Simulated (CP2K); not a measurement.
Two runs for the C K edge of 5-methylpyrimidine. Run A: CP2K XAS_TDP, all-electron GAPW, PBEh(45%), aug-cc-pVDZ, TDA, no relativity. Run B differs in one setting.

First lines with a strength over 0.0015. A:

| atom | energy (eV) | states | strength, one atom |
| --- | --- | --- | --- |
| C1 (bonded to C and 3 H) | 283.57 | 1 | 0.0020 |
|  | 284.04 | 1 | 0.0060 |
|  | 284.84 | 1 | 0.0210 |
|  | 285.00 | 1 | 0.0205 |
|  | 286.02 | 1 | 0.0028 |
| C2 (bonded to 3 C) | 281.66 | 1 | 0.0529 |
|  | 285.93 | 1 | 0.0045 |
|  | 286.39 | 1 | 0.0026 |
|  | 287.18 | 1 | 0.0027 |
|  | 287.33 | 1 | 0.0030 |
| C3 (bonded to C, N and H), 2 alike | 281.49 | 1 | 0.0568 |
|  | 285.55 | 1 | 0.0122 |
|  | 286.41 | 1 | 0.0057 |
|  | 287.13 | 1 | 0.0020 |
|  | 287.66 | 1 | 0.0027 |
| C5 (bonded to 2 N and H) | 282.04 | 1 | 0.0611 |
|  | 286.17 | 1 | 0.0114 |
|  | 286.83 | 1 | 0.0032 |
|  | 288.01 | 1 | 0.0042 |
|  | 288.64 | 1 | 0.0022 |

B:

| atom | energy (eV) | states | strength, one atom |
| --- | --- | --- | --- |
| C1 (bonded to C and 3 H) | 285.19 | 1 | 0.0039 |
|  | 286.28 | 1 | 0.0167 |
|  | 286.44 | 1 | 0.0120 |
|  | 286.81 | 1 | 0.0020 |
|  | 287.27 | 1 | 0.0119 |
| C2 (bonded to 3 C) | 283.72 | 1 | 0.0564 |
|  | 288.12 | 1 | 0.0064 |
|  | 288.84 | 1 | 0.0018 |
|  | 289.32 | 1 | 0.0023 |
|  | 289.52 | 1 | 0.0031 |
| C3 (bonded to C, N and H), 2 alike | 283.76 | 1 | 0.0644 |
|  | 287.74 | 1 | 0.0148 |
|  | 288.52 | 1 | 0.0068 |
|  | 289.87 | 1 | 0.0024 |
|  | 290.29 | 1 | 0.0043 |
| C5 (bonded to 2 N and H) | 284.12 | 1 | 0.0646 |
|  | 288.23 | 1 | 0.0153 |
|  | 289.06 | 1 | 0.0029 |
|  | 290.25 | 1 | 0.0036 |
|  | 290.88 | 1 | 0.0036 |

**Question.** Which was it: the basis, the functional, GW2X switched on, scalar relativity switched on?

The functional (functional from PBEh(45%) to BHandHLYP; the lines alone don't name the new value). A functional moves all lines by electronvolts and changes their spacings and strengths. Against PBEh(45%) in aug-cc-pVDZ, the leading lines move by +2.06 eV (C2, to 283.72), +2.27 eV (C3, to 283.76) and +2.08 eV (C5, to 284.12); the strength of C2's goes from 0.0529 to 0.0564. For C1 the rule picks another line of the list in the two runs, so no shift is given. The next line of C2 over the strength cut lies 4.40 eV higher, against 4.27.

[Hosts, paths, dates, database ids (printed as entryN), source tags and the programs' standing remarks are cut or masked in the printed files.]
